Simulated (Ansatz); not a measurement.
# Ag-Zn-Zn-Ag stack of (100) layers: phonon-mediated transition temperature, part 2 of 2

What Tc do the phonons of Ag-Zn-Zn-Ag stack of (100) layers give, and how does it depend on μ*? The cell shown first is a relaxed one, from steps not shown here.

Ansatz 0.2.0; DFT PBEsol, scalar-relativistic, plane waves, PAW; PAW set soft_1.

So far, log mean phonon energy ħω_log (meV): step 2 (resistivity: q 3×3×1, k 9×9×1, scattering 12×12×1) 10.6.

### 3. Electron–phonon run: scattering mesh 20×20×1

The next rung changes the scattering mesh, which samples the Fermi surface.

Contents of input.yaml:

```yaml
crystal:
  lattice:
    - [2.7662764227, 0.0, 0.0]
    - [0.0, 2.7662764227, 0.0]
    - [0.0, 0.0, 35.5773943932]
  atoms:
    - { symbol: Ag, position: [0.0, 0.0, 0.1585802829] }
    - { symbol: Zn, position: [0.5, 0.5, 0.2117228436] }
    - { symbol: Zn, position: [0.0, 0.0, 0.2629802731] }
    - { symbol: Ag, position: [0.5, 0.5, 0.3161228338] }
  periodic: [true, true, false]
kpoints:
  mp_grid: { grid: [9, 9, 1] }
hamiltonian:
  xc: pbesol
  pseudopotentials: { kind: paw, azcp: { folder: soft_1 }, xc_functional: pbe }
scf:
  occupations: { method: methfessel_paxton, width: 0.2 }
output:
  eigenvalues: true
phonons:
  method: dfpt
  qmesh: [3, 3, 1]
  temperatures: { t_max: 1000, t_step: 50 }
  qpath:
    path: [[0.0, 0.0, 0.0], [0.0, 0.5, 0.0], [0.5, 0.5, 0.0], [0.0, 0.0, 0.0]]
    npoints: 10
  electrical_resistivity:
    mesh: [20, 20, 1]
    temperatures: [20.0, 50.0, 77.0, 100.0, 150.0, 200.0, 300.0, 400.0, 600.0, 800.0]
  superconductivity: { mesh: [20, 20, 1] }
```

Command:

```
> ansatz run input.yaml --threads 4 --pin off --max-ram 12288MiB --backend cpu --events-out ev --progress --plain --runs-dir out
```

Numbers of over 12 decimals in the logs are rounded to 6 here.

What it wrote:

```text
[...]
Crystal: 4 atoms, lattice volume = 272.248 Å³
Basis set: ecut = 420 eV, 5443 PW (Γ), exchange–correlation on 40×40×480 points (8 copies of the dense FFT grid, shifted against one another)
Bands: 38, of which v1, the nominal top of the filled ones, is band 31 counted from 1 (30 counted from 0)
Symmetry: 16 space group operations
k-points: 15 of 81 (irreducible under 8 space group operations)
[...]
SCF iter   1: F=—  HF=-21606.457616 eV  |F-HF|=—  |Δ(HF+E_count)|=         —  Δρ=3.47e-2  dr2=3.23e0  ethr=3.10e-3  ⟨swp⟩=15.6  Hψ=4546  notcnv=0
[...]
SCF iter  13: F=-21605.552102 eV  HF=-21605.552102 eV  |F-HF|=8.73e-11  |Δ(HF+E_count)|=  2.47e-10  S|Δr|=    0.00e0  Δρ=2.17e-8  dr2=9.12e-13  ethr=1.00e-12  ⟨swp⟩=22.6  Hψ=4918  notcnv=0
SCF 1 converged in 13 iterations: F = -21605.552102 eV  dr2 = 9.12e-13
[...]
NSCF: frozen V_eff on 15 k-points
[...]
k-points: 15 of 81
SCF iter   1: F=—  HF=-21606.457616 eV  |F-HF|=—  |Δ(HF+E_count)|=         —  Δρ=3.47e-2  dr2=3.23e0  ethr=3.10e-3  ⟨swp⟩=15.6  Hψ=4546  notcnv=0
[...]
SCF iter  13: F=-21605.552102 eV  HF=-21605.552102 eV  |F-HF|=3.27e-11  |Δ(HF+E_count)|=  2.47e-10  S|Δr|=    0.00e0  Δρ=2.20e-8  dr2=8.96e-13  ethr=1.00e-12  ⟨swp⟩=3.9  Hψ=1644  notcnv=0
SCF 2 converged in 13 iterations: F = -21605.552102 eV  dr2 = 8.96e-13
[...]
SCF converged after 13 iterations
[...]
Free energy (F): -21605.552102 eV
[...]
Internal energy: -21605.554519 eV  (E = F + TS)
E sigma→0 (E₀):  -21605.552706 eV
Entropy (-TS):   0.002417 eV (0.604 meV/atom)
Fermi energy:    -4.480139 eV
[...]
--- Band table (eV; the first three rows and the last of 15) ---
  k-point 0: bands = [... 27 lower, -8.2611, -7.9657, -7.7212, -7.7208, -5.5750, -3.8330, -0.2528 (-0.2670°), -0.0590 (-0.1035°), ... 3 higher]
  k-point 1: bands = [... 27 lower, -8.2464, -7.8356, -7.8337, -7.7807, -5.2088, -3.3914, -0.0250 (-0.0380°), 0.1904 (0.1442°), ... 3 higher]
  k-point 2: bands = [... 27 lower, -8.2088, -8.1112, -8.1058, -7.2127, -4.3165, -2.2742, -0.9622 (-0.9622°), 0.6613 (0.6511°), ... 3 higher]
  k-point 14: bands = [... 27 lower, -7.1684, -5.3171, -4.0376, -2.5174, -1.7017, -1.1111, -0.7322, 0.3049, ... 3 higher]
  ° read free of the cell's end (the report's vacuum.weakly_bound_levels)
[...]
ASR residual: 3.412e-5 → 0.000e0 eV/Å²; symmetrization residual: 2.720e-7 eV/Å²
[...]
ASR residual per site (eV/Å²): 1.44e-5 3.40e-5 3.41e-5 1.45e-5
[...]
--- Phonons (arbitrary-q DFPT): 3 irreducible q on the 3×3×1 mesh ---
[...]
interpolated dispersion: 31 rows × 12 modes
[...]
--- Electrical resistivity: potentials and phonons of a 3×3×1 supercell ---
[...]
at the Fermi level of each mesh (of a tensor half of its trace):
[...]
20×20×1                     0.5986              4.8403    0.3013    0.2600          10.378
        10×10×1                     0.5564              4.6676    0.2648    0.2143          10.382
          5×5×1                     0.6721              4.7229    0.3141    0.2421          10.997
  resistivity on the deck's mesh, µΩ·cm:
[...]
20.00     7.2271e-2             yes     7.2271e-2     7.2271e-2      0.0000e0       1.3622e-1         1.1171e-1
     50.00     9.5419e-1              no     9.5419e-1     9.5419e-1      0.0000e0        1.1810e0          1.1846e0
     77.00      2.2017e0              no      2.2017e0      2.2017e0      0.0000e0        2.4943e0          2.6905e0
    100.00      3.3032e0              no      3.3032e0      3.3032e0      0.0000e0        3.6375e0          4.0490e0
    150.00      5.6089e0              no      5.6089e0      5.6089e0      0.0000e0        6.0504e0          6.9168e0
    200.00      7.8111e0              no      7.8111e0      7.8111e0      0.0000e0        8.3782e0          9.6592e0
    300.00      1.2072e1              no      1.2072e1      1.2072e1      0.0000e0        1.2904e1          1.4963e1
    400.00      1.6254e1              no      1.6254e1      1.6254e1      0.0000e0        1.7353e1          2.0169e1
    600.00      2.4553e1              no      2.4553e1      2.4553e1      0.0000e0        2.6186e1          3.0501e1
    800.00      3.2862e1              no      3.2862e1      3.2862e1      0.0000e0        3.5028e1          4.0842e1
  sheet resistance at 20 K: 0.2031 Ω
[...]
sheet resistance at 50 K: 2.682 Ω
[...]
sheet resistance at 77 K: 6.189 Ω
[...]
sheet resistance at 100 K: 9.284 Ω
[...]
sheet resistance at 150 K: 15.77 Ω
[...]
sheet resistance at 200 K: 21.96 Ω
[...]
sheet resistance at 300 K: 33.93 Ω
[...]
sheet resistance at 400 K: 45.69 Ω
[...]
sheet resistance at 600 K: 69.01 Ω
[...]
sheet resistance at 800 K: 92.37 Ω
[...]
not converged in the mesh (λ; λ_tr; the resistivity at 50 K by 8.23 %; the resistivity at 77 K by 8.35 %; the resistivity at 100 K by 8.26 %; the resistivity at 150 K by 8.04 %; the resistivity at 200 K by 7.86 %; the resistivity at 300 K by 7.59 %; the resistivity at 400 K by 7.37 %; the resistivity at 600 K by 6.83 %; the resistivity at 800 K by 6.28 %): between neighbouring meshes, the two finest first, λ moves  [...]
  vibrations of 9 cells: unjudged by the run; compare a larger repeat
[...]
--- Superconductivity: potentials and phonons of a 3×3×1 supercell ---
           mesh         λ    ħω_log (meV)  μ* declared at (meV)
        20×20×1    0.3013          10.378               14.088
        10×10×1    0.2648          10.382               13.829
          5×5×1    0.3141          10.997               13.936
  λ by the species' shares of the modes' patterns: Ag 0.1586, Zn 0.1427
[...]
0.08      0.142         0.144         0.119         0.119         0.228         0.228          0.228
      0.10      0.061         0.061    none_found    none_found         0.129         0.129          0.129
      0.12      0.020         0.020    none_found    none_found    none_found    none_found     none_found
      0.13      0.010         0.010    none_found    none_found    none_found    none_found     none_found
      0.14      0.004         0.005    none_found    none_found    none_found    none_found     none_found
      0.16      0.001         0.001    none_found    none_found    none_found    none_found     none_found
      0.20      0.000         0.000    none_found    none_found    none_found    none_found     none_found
  none_found: no transition down to 0.1 K
[...]
gaps at the Fermi level over the full bandwidth under μ* = 0.1, 0.032 K: 0.006 to 0.030 meV
[...]
vibrations of 9 cells: unjudged by the run; compare a larger repeat
[...]
```

The job ended after 9.2 min (4 threads of Arm Neoverse V2, shared host; peak memory 4 GiB).

This step gave:

```
sheet resistance 300K                : 33.93 Ω/square, mean in the plane
resistivity at 300 K                 : 12.07 μΩ cm, mean of the axes, of the whole cell with its vacuum
coupling constant λ                  : 0.3013
density of states at the Fermi level : 0.5986 states/eV a spin and cell
log mean phonon energy ħω_log        : 10.38 meV
transport coupling constant λ_tr     : 0.26, 0.26, 0 (xx, yy, zz)
Drude plasma energy                  : 4.84, 4.84, 0 eV (xx, yy, zz), of the whole cell with its vacuum
second-moment phonon energy ħω₂      : 14.09 meV
```

An empty cell: under 1 mK by a formula, or no transition down to the floor of the Eliashberg search. Transition temperatures:

```csv
μ*,McMillan Tc (K),Allen–Dynes Tc (K),isotropic Fermi-surface Tc (K),isotropic full bandwidth Tc (K),anisotropic Fermi-surface Tc (K),anisotropic full bandwidth Tc (K),anisotropic narrow window Tc (K)
0.08,0.142,0.144,0.119,0.119,0.228,0.228,0.228
0.1,0.0606,0.0613,-,-,0.129,0.129,0.129
0.12,0.02,0.0202,-,-,-,-,-
0.13,0.0101,0.0102,-,-,-,-,-
0.14,0.00448,0.00452,-,-,-,-,-
0.16,-,-,-,-,-,-,-
0.2,-,-,-,-,-,-,-
```

Between step 2 and this run (scattering mesh 20×20×1) the value for the log mean phonon energy ħω_log moves from 10.6 meV to 10.4 meV.

### 4. Resistivity: q 3×3×1, k 9×9×1, scattering 16×16×1

The next rung changes the scattering mesh, which samples the Fermi surface.

input.yaml: that of step 3 with these lines changed.

```diff
@@ -28,4 +28,4 @@
   electrical_resistivity:
-    mesh: [20, 20, 1]
+    mesh: [16, 16, 1]
     temperatures: [20.0, 50.0, 77.0, 100.0, 150.0, 200.0, 300.0, 400.0, 600.0, 800.0]
-  superconductivity: { mesh: [20, 20, 1] }
+  superconductivity: { mesh: [16, 16, 1] }
```

What it wrote:

```text
[...]
Crystal: 4 atoms, lattice volume = 272.248 Å³
Basis set: ecut = 420 eV, 5443 PW (Γ), exchange–correlation on 40×40×480 points (8 copies of the dense FFT grid, shifted against one another)
Bands: 38, of which v1, the nominal top of the filled ones, is band 31 counted from 1 (30 counted from 0)
Symmetry: 16 space group operations
k-points: 15 of 81 (irreducible under 8 space group operations)
[...]
SCF iter   1: F=—  HF=-21606.457616 eV  |F-HF|=—  |Δ(HF+E_count)|=         —  Δρ=3.47e-2  dr2=3.23e0  ethr=3.10e-3  ⟨swp⟩=15.6  Hψ=4546  notcnv=0
[...]
SCF iter  13: F=-21605.552102 eV  HF=-21605.552102 eV  |F-HF|=8.73e-11  |Δ(HF+E_count)|=  2.47e-10  S|Δr|=    0.00e0  Δρ=2.17e-8  dr2=9.12e-13  ethr=1.00e-12  ⟨swp⟩=22.6  Hψ=4918  notcnv=0
SCF 1 converged in 13 iterations: F = -21605.552102 eV  dr2 = 9.12e-13
[...]
k-points: 15 of 81
SCF iter   1: F=—  HF=-21606.457616 eV  |F-HF|=—  |Δ(HF+E_count)|=         —  Δρ=3.47e-2  dr2=3.23e0  ethr=3.10e-3  ⟨swp⟩=15.6  Hψ=4546  notcnv=0
[...]
SCF iter  13: F=-21605.552102 eV  HF=-21605.552102 eV  |F-HF|=3.27e-11  |Δ(HF+E_count)|=  2.47e-10  S|Δr|=    0.00e0  Δρ=2.20e-8  dr2=8.96e-13  ethr=1.00e-12  ⟨swp⟩=3.9  Hψ=1644  notcnv=0
SCF 2 converged in 13 iterations: F = -21605.552102 eV  dr2 = 8.96e-13
[...]
SCF converged after 13 iterations
[...]
Free energy (F): -21605.552102 eV
[...]
Internal energy: -21605.554519 eV  (E = F + TS)
E sigma→0 (E₀):  -21605.552706 eV
Entropy (-TS):   0.002417 eV (0.604 meV/atom)
Fermi energy:    -4.480139 eV
[...]
--- Band table (eV; the first three rows and the last of 15) ---
  k-point 0: bands = [... 27 lower, -8.2611, -7.9657, -7.7212, -7.7208, -5.5750, -3.8330, -0.2528 (-0.2670°), -0.0590 (-0.1035°), ... 3 higher]
  k-point 1: bands = [... 27 lower, -8.2464, -7.8356, -7.8337, -7.7807, -5.2088, -3.3914, -0.0250 (-0.0380°), 0.1904 (0.1442°), ... 3 higher]
  k-point 2: bands = [... 27 lower, -8.2088, -8.1112, -8.1058, -7.2127, -4.3165, -2.2742, -0.9622 (-0.9622°), 0.6613 (0.6511°), ... 3 higher]
  k-point 14: bands = [... 27 lower, -7.1684, -5.3171, -4.0376, -2.5174, -1.7017, -1.1111, -0.7322, 0.3049, ... 3 higher]
  ° read free of the cell's end (the report's vacuum.weakly_bound_levels)
[...]
ASR residual: 3.412e-5 → 0.000e0 eV/Å²; symmetrization residual: 2.720e-7 eV/Å²
[...]
ASR residual per site (eV/Å²): 1.44e-5 3.40e-5 3.41e-5 1.45e-5
[...]
--- Phonons (arbitrary-q DFPT): 3 irreducible q on the 3×3×1 mesh ---
[...]
interpolated dispersion: 31 rows × 12 modes
[...]
--- Electrical resistivity: potentials and phonons of a 3×3×1 supercell ---
[...]
at the Fermi level of each mesh (of a tensor half of its trace):
[...]
16×16×1                     0.5944              4.8028    0.2939    0.2513          10.452
          8×8×1                     0.5692              4.8731    0.2722    0.2213          10.846
          4×4×1                     0.5092              4.3289    0.2415    0.2455           9.939
  resistivity on the deck's mesh, µΩ·cm:
[...]
20.00     7.3089e-2              no     7.3089e-2     7.3089e-2      0.0000e0       1.2991e-1         1.1477e-1
     50.00     9.4049e-1              no     9.4049e-1     9.4049e-1      0.0000e0        1.1522e0          1.1809e0
     77.00      2.1737e0              no      2.1737e0      2.1737e0      0.0000e0        2.4469e0          2.6827e0
    100.00      3.2665e0              no      3.2665e0      3.2665e0      0.0000e0        3.5783e0          4.0420e0
    150.00      5.5622e0              no      5.5622e0      5.5622e0      0.0000e0        5.9744e0          6.9193e0
    200.00      7.7612e0              no      7.7612e0      7.7612e0      0.0000e0        8.2920e0          9.6767e0
    300.00      1.2024e1              no      1.2024e1      1.2024e1      0.0000e0        1.2809e1          1.5018e1
    400.00      1.6216e1              no      1.6217e1      1.6216e1      0.0000e0        1.7261e1          2.0267e1
    600.00      2.4560e1              no      2.4560e1      2.4560e1      0.0000e0        2.6136e1          3.0714e1
    800.00      3.2953e1              no      3.2953e1      3.2953e1      0.0000e0        3.5078e1          4.1212e1
  sheet resistance at 20 K: 0.2054 Ω
[...]
sheet resistance at 50 K: 2.644 Ω
[...]
sheet resistance at 77 K: 6.110 Ω
[...]
sheet resistance at 100 K: 9.181 Ω
[...]
sheet resistance at 150 K: 15.63 Ω
[...]
sheet resistance at 200 K: 21.81 Ω
[...]
sheet resistance at 300 K: 33.80 Ω
[...]
sheet resistance at 400 K: 45.58 Ω
[...]
sheet resistance at 600 K: 69.03 Ω
[...]
sheet resistance at 800 K: 92.62 Ω
[...]
vibrations of 9 cells: unjudged by the run; compare a larger repeat
[...]
--- Superconductivity: potentials and phonons of a 3×3×1 supercell ---
           mesh         λ    ħω_log (meV)  μ* declared at (meV)
        16×16×1    0.2939          10.452               14.139
          8×8×1    0.2722          10.846               14.174
          4×4×1    0.2415           9.939               13.150
  λ by the species' shares of the modes' patterns: Ag 0.1545, Zn 0.1394
[...]
0.08      0.118         0.120    none_found    none_found         0.187         0.187          0.187
      0.10      0.048         0.048    none_found    none_found         0.101         0.101          0.101
      0.12      0.014         0.015    none_found    none_found    none_found    none_found     none_found
      0.13      0.007         0.007    none_found    none_found    none_found    none_found     none_found
      0.14      0.003         0.003    none_found    none_found    none_found    none_found     none_found
      0.16      0.000         0.000    none_found    none_found    none_found    none_found     none_found
      0.20      0.000         0.000    none_found    none_found    none_found    none_found     none_found
  none_found: no transition down to 0.1 K
[...]
vibrations of 9 cells: unjudged by the run; compare a larger repeat
[...]
```

Run time: 9.1 min. Hardware: 4 threads; peak memory 4 GiB.

This step gave:

```
sheet resistance 300K                : 33.8 Ω/square, mean in the plane
resistivity at 300 K                 : 12.02 μΩ cm, mean of the axes, of the whole cell with its vacuum
coupling constant λ                  : 0.2939
density of states at the Fermi level : 0.5944 states/eV a spin and cell
log mean phonon energy ħω_log        : 10.45 meV
transport coupling constant λ_tr     : 0.2513, 0.2513, 0 (xx, yy, zz)
Drude plasma energy                  : 4.803, 4.803, 0 eV (xx, yy, zz), of the whole cell with its vacuum
second-moment phonon energy ħω₂      : 14.14 meV
```

An empty cell: under 1 mK by a formula, or no transition down to the floor of the Eliashberg search. Transition temperatures:

```csv
μ*,McMillan Tc (K),Allen–Dynes Tc (K),anisotropic Fermi-surface Tc (K),anisotropic full bandwidth Tc (K),anisotropic narrow window Tc (K)
0.08,0.118,0.12,0.187,0.187,0.187
0.1,0.0476,0.0481,0.101,0.101,0.101
0.12,0.0145,0.0146,-,-,-
0.13,0.00686,0.00692,-,-,-
0.14,0.00283,0.00286,-,-,-
0.16,-,-,-,-,-
0.2,-,-,-,-,-
```

The Eliashberg function α²F has structure finer than the step of the table below, so its rows give means over 0.5 meV, whole bins alone (the curve runs from 0.096 to 24.5 meV). Peaks (meV: height): α²F 8.37: 0.106, 9.90: 0.0982, 14.14: 0.202, 15.48: 0.170, 21.44: 0.263, 23.37: 0.236; α²F tr 8.37: 0.0992, 14.14: 0.191, 14.52: 0.141, 15.48: 0.155, 21.44: 0.214, 23.37: 0.127.

Table of Eliashberg function α²F by phonon energy; means over each step:

```csv
phonon energy (meV),α²F,α²F tr
0.5,1.7e-4,7.7e-5
1.0,0.00117,4.2e-4
1.5,0.00357,0.00140
2.0,0.00650,0.00360
2.5,0.00968,0.00673
3.0,0.0135,0.00872
3.5,0.0216,0.00951
4.0,0.0228,0.0105
4.5,0.0243,0.0124
5.0,0.0410,0.0328
5.5,0.0515,0.0436
6.0,0.0603,0.0419
6.5,0.0624,0.0353
7.0,0.0753,0.0400
7.5,0.0863,0.0557
8.0,0.0924,0.0812
8.5,0.0855,0.0832
9.0,0.0465,0.0502
9.5,0.0409,0.0408
10.0,0.0652,0.0470
10.5,0.0336,0.0417
11.0,0.0347,0.0489
11.5,0.0297,0.0420
12.0,0.0390,0.0549
12.5,0.0781,0.119
13.0,0.109,0.164
13.5,0.133,0.166
14.0,0.170,0.172
14.5,0.121,0.131
15.0,0.125,0.137
15.5,0.149,0.143
16.0,0.107,0.100
16.5,0.0572,0.0530
17.0,0.0473,0.0447
17.5,0.0480,0.0474
18.0,0.0599,0.0599
18.5,0.0582,0.0556
19.0,0.0579,0.0470
19.5,0.0649,0.0457
20.0,0.0706,0.0516
20.5,0.0835,0.0638
21.0,0.111,0.0886
21.5,0.224,0.185
22.0,0.149,0.126
22.5,0.149,0.117
23.0,0.175,0.110
23.5,0.188,0.110
24.0,0.133,0.0811
```

The Eliashberg function α²F has structure finer than the step of the table below, so its rows give means over 1 meV, whole bins alone (the curve runs from 0.096 to 24.5 meV). Peaks (meV: height): α²F 8.4: 0.106, 9.9: 0.0982, 14.1: 0.202, 15.5: 0.170, 21.4: 0.263, 23.4: 0.236; Ag 8.4: 0.0889, 9.9: 0.0861, 15.5: 0.0787, 21.4: 0.129; Zn 14.1: 0.152, 15.5: 0.0909, 21.6: 0.137, 23.4: 0.197.

The Eliashberg function α²F by phonon energy; means over each step:

```csv
phonon energy (meV),α²F,Ag,Zn
1,0.00139,8.7e-4,5.2e-4
2,0.00653,0.00416,0.00239
3,0.0145,0.00931,0.00516
4,0.0229,0.0149,0.00791
5,0.0392,0.0297,0.00948
6,0.0587,0.0446,0.0141
7,0.0746,0.0560,0.0186
8,0.0926,0.0749,0.0177
9,0.0515,0.0431,0.00834
10,0.0527,0.0440,0.00875
11,0.0325,0.0173,0.0152
12,0.0437,0.0184,0.0253
13,0.109,0.0282,0.0802
14,0.151,0.0413,0.110
15,0.128,0.0528,0.0750
16,0.108,0.0422,0.0654
17,0.0481,0.0207,0.0274
18,0.0573,0.0258,0.0314
19,0.0590,0.0235,0.0355
20,0.0724,0.0306,0.0418
21,0.130,0.0597,0.0705
22,0.170,0.0586,0.111
23,0.177,0.0344,0.142
24,0.133,0.0222,0.111
```

Anisotropic full-bandwidth solution, weighted at the Fermi level. Gaps:

```csv
mu*,T (K),mean gap (meV),5 % (meV),95 % (meV),mean Z
0.1,0.0252,0.0112,0.00529,0.0208,1.29
0.1,0.0504,0.0102,0.00458,0.0192,1.29
0.1,0.0756,0.00792,0.00335,0.0151,1.29
0.1,0.0908,0.00524,0.00215,0.0101,1.29
```

The share of the Fermi-level states by lambda of a state:

```csv
lambda of a state,share of the Fermi-level states
0.221,0.021
0.232,0.0962
0.243,0.252
0.254,0.05
0.265,0.0743
0.275,0.0388
0.286,0.0806
0.297,0.0037
0.308,0.0869
0.319,0.0511
0.330,0.0434
0.341,0.0013
0.352,0.0037
0.363,0.0347
0.373,0.0261
0.384,0
0.395,0.0532
0.406,0
0.417,0.002
0.428,0.0659
0.439,0
0.450,0
0.461,0.0063
0.471,0.009
```

### 5. Results

* meshes: q 3×3×1, k 9×9×1, scattering 16×16×1
* coupling constant λ: 0.294
* log mean phonon energy ħω_log: 10.4 meV
* Allen–Dynes Tc at μ* = 0.1: 0.0481 K
* Allen–Dynes Tc at μ* = 0.13: 0.00692 K
* anisotropic Eliashberg Tc at μ* = 0.1: 0.101 K

What this shows: In the last run (PBEsol, q 3×3×1, k 9×9×1, scattering 16×16×1), with λ = 0.29 and ħω_log = 10.4 meV, Tc at μ* = 0.13 is 0.0069 K by McMillan's formula and 0.0069 K by Allen and Dynes's. In that run Allen and Dynes's formula gives no transition above 0.05 K at μ* = 0.10 or more. By the run's own test λ is not converged in the fine mesh: it moves by 7 % between the two finest, and by up to 12 % in the other runs. The run's transport test calls it not converged in the mesh; ρ(300 K) moves by 12 % in the component that moves most. In 3 of the runs shown, the last among them, the self-energy step met imaginary modes and the program fell back to plain Fourier phonons, a sign of a lattice near an instability that the q mesh may not hold. Over the runs, λ takes the values 0.278, 0.301 and 0.294, in the order shown. The structure is a hand-built model. μ* is a typed number, phonons are harmonic, and spin fluctuations are left out; at μ* = 0.13 McMillan's formula turns 1 % in λ into about 16 % in Tc.

[Logs are printed without paths, hosts, clocks, repeated set-up lines and the standing remarks that a program may print on its own settings, such as how far it seeks lower states.]

[Hosts, paths, dates, database ids (printed as entryN), source tags and the programs' standing remarks are cut or masked in the printed files.]
